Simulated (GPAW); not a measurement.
**How CaCu2S2 absorbs and reflects light**

Aim: the dielectric function of CaCu2S2, and the optical constants that follow from it.

Calculated with GPAW 26.7.0; DFT, PBE, plane-wave PAW (GPAW data sets), scalar-relativistic, RPA, optical limit.

### Step 1. The structure

The structure is trigonal, space group P-3m1 (No. 164). Conventional cell: a = 3.940 Å, b = 3.940 Å, c = 6.523 Å, α = 90.00°, β = 90.00°, γ = 120.00°. Nearest to Cu lie 4 S at 2.41 Å. Nearest to Ca lie 6 S at 2.81 Å. S has 4 Cu at 2.41 Å and 3 Ca at 2.81 Å nearest. Farther neighbours and most contacts between anions are not listed.

Structure file:

```
Cu Ca S
1.0
     3.94000    0.00000    0.00000
    -1.97000    3.41214    0.00000
     0.00000    0.00000    6.52300
Cu Ca S
2 1 2
Direct
  0.66667 0.33333 0.62351
  0.33333 0.66667 0.37649
  0.00000 0.00000 0.00000
  0.66667 0.33333 0.25370
  0.33333 0.66667 0.74630
```

### Step 2. Bands for the response

At the fixed density, many empty bands are solved on the mesh of the response, since the spectrum sums over them.

This step: DFT, PBE, plane-wave PAW (GPAW data sets), scalar-relativistic, bands at fixed density (GPAW 26.7.0).

nscf.py reads:

```python
from ase.dft.bandgap import bandgap
from gpaw import GPAW, FermiDirac

calc = GPAW('gs.gpw').fixed_density(kpts={'size': (9, 9, 5), 'gamma': True}, nbands=68, convergence={'bands': 62},
                                    occupations=FermiDirac(0.001), txt='nscf.txt')
print('gap (eV)', bandgap(calc, output=None)[0])
print('direct gap (eV)', bandgap(calc, direct=True, output=None)[0])
print('top band over the Fermi level (eV)', min(calc.get_eigenvalues(kpt=k)[61] for k in range(len(calc.get_ibz_k_points()))) - calc.get_fermi_level())
calc.write('full.gpw', mode='all')
```

Started as:

```sh
OMP_NUM_THREADS=1 python nscf.py
```

Numbers of over 12 decimals in the logs are rounded to 6 here.

Log:

```text
Diagonalizing LCAO Hamiltonian
Converting LCAO to pw mode
convergence criteria:
- Maximum integral of absolute [eigenst]ate change: 4e-08 eV^2 / valence electron
maximum number of iterations: 150

SCF iterations
|iter     |      energy | eigst |  dens |
|iter:   1||             | +3.37 |       |
|iter:   2||             | +2.18 |       |
|iter:   3||             | +0.99 |       |
|iter:   4||             | -0.14 |       |
|iter:   5||             | -0.92 |       |
|iter:   6||             | -1.59 |       |
|iter:   7||             | -2.25 |       |
|iter:   8||             | -2.98 |       |
|iter:   9||             | -3.72 |       |
|iter:  10||             | -4.49 |       |
|iter:  11||             | -5.22 |       |
|iter:  12||             | -5.99 |       |
|iter:  13||             | -6.70 |       |
|iter:  14||             | -7.22 |       |
|iter:  15||             | -7.57c|       |
SCF steps: 15
  __  _  _
 | _ |_)|_||  |
 |__||  | ||/\| - 26.7.0

Versions:
  Python: 3.12.14
  ASE:    3.29.0
  Numpy:  2.5.5
  Scipy:  1.18.1
  Libxc:  7.0.0

Input parameters:
  mode=PW(ecut=500.0),
  convergence={'bands': 62},
  gpts=array([21, 21, 35]),
  kpts=MonkhorstPack(size=(9, 9, 5), gamma=True),
  maxiter=150,
  nbands=68,
  occupations=Occupations(name='fermi-dirac', width=0.001, fixmagmom=False),
  parallel={},
  xc=XC(name='PBE')

--- standard output ---
gap (eV) 1.087699
direct gap (eV) 1.087699
top band over the Fermi level (eV) 24.026167
```

Elapsed: 3.7 min, on 1 thread of Arm Neoverse V1, shared host; peak memory 0.32 GiB.

Numbers from this step:

| Quantity | Value |
| --- | --- |
| gap on the k-mesh | 1.088 eV |
| direct gap on the mesh | 1.088 eV |

### Step 3. Dielectric function, RPA

Local fields let the induced charge screen the field inside the cell, which as a rule lowers ε, most along directions where the density is uneven.

This step: DFT, PBE, plane-wave PAW (GPAW data sets), scalar-relativistic, RPA, optical limit (GPAW 26.7.0).

df.py reads:

```python
from gpaw.response.df import DielectricFunction

df = DielectricFunction('full.gpw', frequencies={'type': 'nonlinear', 'domega0': 0.03, 'omega2': 8},
                        ecut=50,
                        eta=0.15,
                        nbands=62,
                        txt='df.txt')
for direction in ['x', 'z']:
    df.get_dielectric_function(xc='RPA', direction=direction, filename=f'df_{direction}.csv')
```

Started as:

```sh
OMP_NUM_THREADS=1 python df.py
```

Log:

```text
Using integrator: PointIntegrator
NonLinearFrequencyDescriptor(from 0.000 to 68.379 eV, 503 points)
Nonperiodic BCs:  [False False False]
Using integrator: PointIntegrator
NonLinearFrequencyDescriptor(from 0.000 to 68.379 eV, 503 points)
Nonperiodic BCs:  [False False False]

Calculating chi0 body with:
    Ground state adapter containing:
    Number of spins: 1
    Number of kpoints: 405
    Number of irreducible kpoints: 50
    Number of completely occupied states: 22
    Number of partially occupied states: 22

    Linear response parametrization:
    q_c: [0.0, 0.0, 0.0]
    Number of frequency points: 503
    Planewave cutoff: 50.0
    Number of bands: 62
    Number of planewaves: 67
    Broadening (eta): 0.15

Integrating chi0 body.

Symmetries of q_c:
    Direct symmetries (Uq -> q): 12
    Indirect symmetries (TUq -> q): 0
In total 12 allowed symmetries.

50 groups of equivalent kpoints. 87.654321% reduction.

Integral kind: spectral function

Calculating chi0 optical extensions with:
    Ground state adapter containing:
    Number of spins: 1
    Number of kpoints: 405
    Number of irreducible kpoints: 50
    Number of completely occupied states: 22
    Number of partially occupied states: 22

    Linear response parametrization:
    Number of frequency points: 503
    Planewave cutoff: 50.0
    Number of bands: 62
    Number of planewaves: 67
    Broadening (eta): 0.15
Integrating chi0 head and wings.

Symmetries of q_c:
    Direct symmetries (Uq -> q): 12
    Indirect symmetries (TUq -> q): 0
In total 12 allowed symmetries.

50 groups of equivalent kpoints. 87.654321% reduction.

Integral kind: spectral function wings
```

Run time: 38 s. Hardware: 1 thread; peak memory 0.38 GiB.

This step gave:

```
electronic dielectric constant ε∞, mean over x, y and z (by symmetry where fewer were run) : 8.006
```

Some rows of df_x.csv (energy; Re and Im without local fields; Re and Im with them):

```text
0.000000, 8.681980, 0.000000, 8.013643, 0.000000
0.429336, 8.817470, 0.105138, 8.144811, 0.102391
0.878195, 9.366467, 0.460167, 8.682893, 0.463181
1.347938, 9.475722, 0.700295, 8.722066, 0.698380
1.840057, 9.950803, 1.918968, 9.066371, 1.934498
2.356191, 11.464076, 3.445857, 10.287004, 3.283774
2.898142, 9.592469, 7.327188, 8.664308, 6.653321
3.467895, 7.880821, 8.630498, 7.118709, 7.754007
4.067647, 4.698373, 7.376484, 4.111269, 6.594141
4.699832, 3.398927, 7.134549, 2.900296, 6.488598
5.367152, 3.599908, 5.248181, 2.946187, 4.590709
6.072622, 3.966626, 7.174078, 3.396130, 5.857576
6.819608, 1.400234, 7.856947, 1.582516, 6.696778
7.611886, 0.389031, 6.474737, 0.381215, 5.140653
8.453705, -1.672033, 5.641965, -0.724634, 4.836475
9.349861, -2.621276, 3.233501, -1.993927, 3.433508
10.305790, -1.379364, 2.139048, -1.062432, 2.019697
11.327680, -0.842110, 1.853275, -0.493450, 1.655403
12.422601, -0.939586, 1.462689, -0.529942, 1.516219
13.598673, -0.554774, 1.005631, -0.359008, 1.059138
```

The Im ε has structure finer than the step of the table below, so its rows give means over 0.5 eV, whole bins alone (the curve runs from 0 to 14.0 eV). Peaks (eV: height): E ∥ x 3.59: 8.61, 6.93: 6.73; E ∥ z 3.14: 9.86, 7.04: 6.78.

Sum at mesh points, not converged in k; values under the direct gap are tails of Lorentzian lines. Table of Im ε by photon energy; means over each step:

| photon energy (eV) | E ∥ x | E ∥ z |
| --- | --- | --- |
| 0.5 | 0.138 | 0.109 |
| 1.0 | 0.736 | 0.521 |
| 1.5 | 1.18 | 1.35 |
| 2.0 | 2.24 | 1.81 |
| 2.5 | 4.45 | 3.85 |
| 3.0 | 6.60 | 8.70 |
| 3.5 | 7.87 | 8.18 |
| 4.0 | 6.95 | 6.76 |
| 4.5 | 6.50 | 6.40 |
| 5.0 | 5.50 | 5.83 |
| 5.5 | 4.74 | 5.21 |
| 6.0 | 5.70 | 5.19 |
| 6.5 | 6.52 | 5.30 |
| 7.0 | 6.64 | 6.44 |
| 7.5 | 5.34 | 5.04 |
| 8.0 | 5.29 | 4.69 |
| 8.5 | 4.83 | 4.63 |
| 9.0 | 4.39 | 3.82 |
| 9.5 | 3.06 | 3.32 |
| 10.0 | 2.22 | 2.38 |
| 10.5 | 1.95 | 2.09 |
| 11.0 | 1.68 | 1.80 |
| 11.5 | 1.66 | 1.87 |
| 12.0 | 1.62 | 1.74 |
| 12.5 | 1.47 | 1.59 |
| 13.0 | 1.28 | 1.50 |
| 13.5 | 1.10 | 1.25 |

The reflectivity at normal incidence has structure finer than the step of the table below, so its rows give means over 0.25 eV, whole bins alone (the curve runs from 0 to 14.0 eV). Peaks (eV: height): E ∥ x 3.594: 33.4, 7.210: 34.8, 9.416: 43.1, 13.339: 28.8; E ∥ z 3.098: 36.0, 7.267: 34.4, 8.578: 35.1, 9.684: 37.8, 11.866: 26.3, 13.425: 27.1.

Sum at mesh points, not converged in k. Table of reflectivity at normal incidence by photon energy; means over each step:

| photon energy (eV) | E ∥ x (%) | E ∥ z (%) |
| --- | --- | --- |
| 0.25 | 22.9 | 22.9 |
| 0.50 | 23.3 | 23.2 |
| 0.75 | 23.9 | 23.7 |
| 1.00 | 24.5 | 24.6 |
| 1.25 | 24.1 | 24.8 |
| 1.50 | 25.8 | 25.8 |
| 1.75 | 26.3 | 25.7 |
| 2.00 | 26.8 | 26.5 |
| 2.25 | 28.3 | 28.5 |
| 2.50 | 30.4 | 30.7 |
| 2.75 | 31.0 | 33.7 |
| 3.00 | 30.7 | 35.5 |
| 3.25 | 30.9 | 34.7 |
| 3.50 | 32.4 | 32.3 |
| 3.75 | 31.9 | 30.5 |
| 4.00 | 29.1 | 29.1 |
| 4.25 | 28.6 | 28.4 |
| 4.50 | 28.5 | 28.2 |
| 4.75 | 28.6 | 28.1 |
| 5.00 | 26.3 | 27.0 |
| 5.25 | 23.0 | 26.7 |
| 5.50 | 22.7 | 25.1 |
| 5.75 | 24.1 | 24.4 |
| 6.00 | 26.0 | 25.2 |
| 6.25 | 27.8 | 25.1 |
| 6.50 | 29.6 | 24.9 |
| 6.75 | 31.0 | 27.8 |
| 7.00 | 32.9 | 31.7 |
| 7.25 | 34.3 | 34.1 |
| 7.50 | 30.9 | 32.2 |
| 7.75 | 30.8 | 28.3 |
| 8.00 | 32.6 | 28.3 |
| 8.25 | 33.5 | 30.9 |
| 8.50 | 34.2 | 34.4 |
| 8.75 | 35.4 | 33.1 |
| 9.00 | 38.5 | 33.6 |
| 9.25 | 42.0 | 33.4 |
| 9.50 | 42.8 | 36.0 |
| 9.75 | 41.6 | 37.5 |
| 10.00 | 39.0 | 35.6 |
| 10.25 | 36.0 | 32.1 |
| 10.50 | 34.0 | 29.9 |
| 10.75 | 33.3 | 30.1 |
| 11.00 | 31.7 | 27.2 |
| 11.25 | 27.8 | 24.1 |
| 11.50 | 26.7 | 23.2 |
| 11.75 | 26.6 | 25.4 |
| 12.00 | 26.2 | 26.0 |
| 12.25 | 27.2 | 25.1 |
| 12.50 | 28.3 | 24.1 |
| 12.75 | 28.3 | 24.5 |
| 13.00 | 27.3 | 25.6 |
| 13.25 | 28.1 | 26.7 |
| 13.50 | 27.5 | 26.9 |
| 13.75 | 26.1 | 26.0 |

Sum at mesh points, not converged in k; values under the direct gap are tails of Lorentzian lines. Table of loss function −Im 1/ε at q → 0 by energy loss; read off at these points:

| energy loss (eV) | E ∥ x | E ∥ z |
| --- | --- | --- |
| 0.0 | 0 | 0 |
| 0.5 | 0.00188 | 0.00157 |
| 1.0 | 0.0110 | 0.00557 |
| 1.5 | 0.0108 | 0.0122 |
| 2.0 | 0.0227 | 0.0159 |
| 2.5 | 0.0339 | 0.0259 |
| 3.0 | 0.0597 | 0.0517 |
| 3.5 | 0.0710 | 0.0895 |
| 4.0 | 0.110 | 0.109 |
| 4.5 | 0.120 | 0.122 |
| 5.0 | 0.157 | 0.142 |
| 5.5 | 0.146 | 0.163 |
| 6.0 | 0.129 | 0.155 |
| 6.5 | 0.133 | 0.157 |
| 7.0 | 0.145 | 0.142 |
| 7.5 | 0.197 | 0.202 |
| 8.0 | 0.187 | 0.214 |
| 8.5 | 0.205 | 0.204 |
| 9.0 | 0.202 | 0.243 |
| 9.5 | 0.238 | 0.258 |
| 10.0 | 0.335 | 0.345 |
| 10.5 | 0.414 | 0.425 |
| 11.0 | 0.501 | 0.525 |
| 11.5 | 0.550 | 0.523 |
| 12.0 | 0.571 | 0.542 |
| 12.5 | 0.596 | 0.608 |
| 13.0 | 0.699 | 0.615 |
| 13.5 | 0.821 | 0.722 |

Sum at mesh points, not converged in k; values under the direct gap are tails of Lorentzian lines. Table of Im ε, E ∥ x by photon energy; read off at these points:

| photon energy (eV) | without local fields | with local fields |
| --- | --- | --- |
| 0.000 | 0 | 0 |
| 0.250 | 0.0560 | 0.0543 |
| 0.500 | 0.129 | 0.126 |
| 0.750 | 0.275 | 0.273 |
| 1.000 | 0.841 | 0.858 |
| 1.250 | 0.766 | 0.772 |
| 1.500 | 0.945 | 0.943 |
| 1.750 | 2.12 | 2.16 |
| 2.000 | 2.19 | 2.17 |
| 2.250 | 2.98 | 2.90 |
| 2.500 | 4.89 | 4.52 |
| 2.750 | 6.48 | 5.89 |
| 3.000 | 7.22 | 6.58 |
| 3.250 | 7.68 | 7.00 |
| 3.500 | 8.90 | 8.00 |
| 3.594 | 9.46 | 8.61 |
| 3.750 | 8.59 | 7.93 |
| 4.000 | 7.37 | 6.65 |
| 4.250 | 7.33 | 6.61 |
| 4.500 | 7.04 | 6.46 |
| 4.750 | 7.03 | 6.38 |
| 5.000 | 6.06 | 5.50 |
| 5.250 | 5.28 | 4.67 |
| 5.500 | 5.42 | 4.71 |
| 5.750 | 6.08 | 5.14 |
| 6.000 | 6.88 | 5.66 |
| 6.250 | 7.52 | 6.15 |
| 6.500 | 7.97 | 6.61 |
| 6.750 | 7.89 | 6.68 |
| 6.930 | 7.82 | 6.73 |
| 7.000 | 7.78 | 6.73 |
| 7.250 | 7.02 | 6.15 |
| 7.500 | 6.18 | 5.06 |
| 7.750 | 6.85 | 5.36 |
| 8.000 | 6.62 | 5.34 |
| 8.250 | 6.10 | 5.09 |
| 8.500 | 5.57 | 4.77 |
| 8.750 | 5.35 | 4.73 |
| 9.000 | 4.64 | 4.46 |
| 9.250 | 3.54 | 3.78 |
| 9.500 | 2.85 | 2.99 |
| 9.750 | 2.50 | 2.53 |
| 10.000 | 2.26 | 2.17 |
| 10.250 | 2.16 | 2.05 |
| 10.500 | 2.09 | 1.96 |
| 10.750 | 1.96 | 1.84 |
| 11.000 | 1.77 | 1.64 |
| 11.250 | 1.83 | 1.63 |
| 11.500 | 1.84 | 1.68 |
| 11.750 | 1.76 | 1.64 |
| 12.000 | 1.71 | 1.63 |
| 12.250 | 1.61 | 1.59 |
| 12.500 | 1.40 | 1.48 |
| 12.750 | 1.26 | 1.33 |
| 13.000 | 1.25 | 1.28 |
| 13.250 | 1.12 | 1.22 |
| 13.500 | 1.00 | 1.07 |
| 13.750 | 0.998 | 1.05 |

From ε follow the optical constants at some laser and lamp lines:

| wavelength (nm) | n x | k x | R (%) x | 1/α x | n z | k z | R (%) z | 1/α z |
| --- | --- | --- | --- | --- | --- | --- | --- | --- |
| 1550 | 2.92 | 0.057 | 24.1 | 2.2 µm | 2.91 | 0.038 | 23.8 | 3.2 µm |
| 1064 | 2.89 | 0.170 | 23.8 | 500 nm | 2.99 | 0.149 | 25.0 | 568 nm |
| 532 | 3.23 | 0.493 | 28.8 | 86 nm | 3.26 | 0.427 | 28.9 | 99 nm |
| 405 | 3.04 | 1.089 | 30.6 | 30 nm | 3.31 | 1.439 | 35.9 | 22 nm |
| 365 | 2.97 | 1.247 | 31.4 | 23 nm | 2.74 | 1.519 | 32.7 | 19 nm |
| 248 | 2.01 | 1.366 | 26.4 | 14 nm | 2.13 | 1.367 | 26.9 | 14 nm |
| 193 | 2.21 | 1.474 | 29.2 | 10 nm | 2.00 | 1.264 | 24.5 | 12 nm |

Below the direct gap, k and the depth come from the tails of the Lorentzian lines, not from transitions.

Rows near the edge hang on the gap, which this functional as a rule makes too small, and phonon-assisted absorption is left out.

### Step 4. Results

```yaml
electronic_dielectric_constant_eps_infinity_mean_over_x_y_and_z_by_symmetry_where_fewer_were_run_rpa: 8.01
```

At this level (PBE, RPA) CaCu2S2 has a mean ε∞ = 8.01 and n = 2.92 at 1550 nm (E ∥ x). On the mesh the gap is 1.09 eV and the least direct gap 1.09 eV. Local fields change the static value along x from 8.68 to 8.01 (-8 %). The static values by axis are 8.01 (x), 7.99 (z). Excitons and phonon-assisted transitions are missing; PBE gaps are as a rule too small, which pulls the onset down and ε∞ up. In this version of GPAW the matrix elements of the optical limit are incomplete, which can lower ε − 1 by up to a tenth where first-row anions or d states rule, and shift it by more in d metals. The sum runs over mesh points 0.20 Å⁻¹ apart with no interpolation, so peaks are partly noise of the mesh; over so small a direct gap single mesh points weigh heavily, so ε∞, n and their changes from run to run can be far off.

[Machine, clock and banner lines and Python warnings are left out of the logs.]

[Logs are printed without paths, hosts, clocks, repeated set-up lines and the standing remarks that a program may print on its own settings, such as how far it seeks lower states.]

[Hosts, paths, dates, database ids (printed as entryN), source tags and the programs' standing remarks are cut or masked in the printed files.]
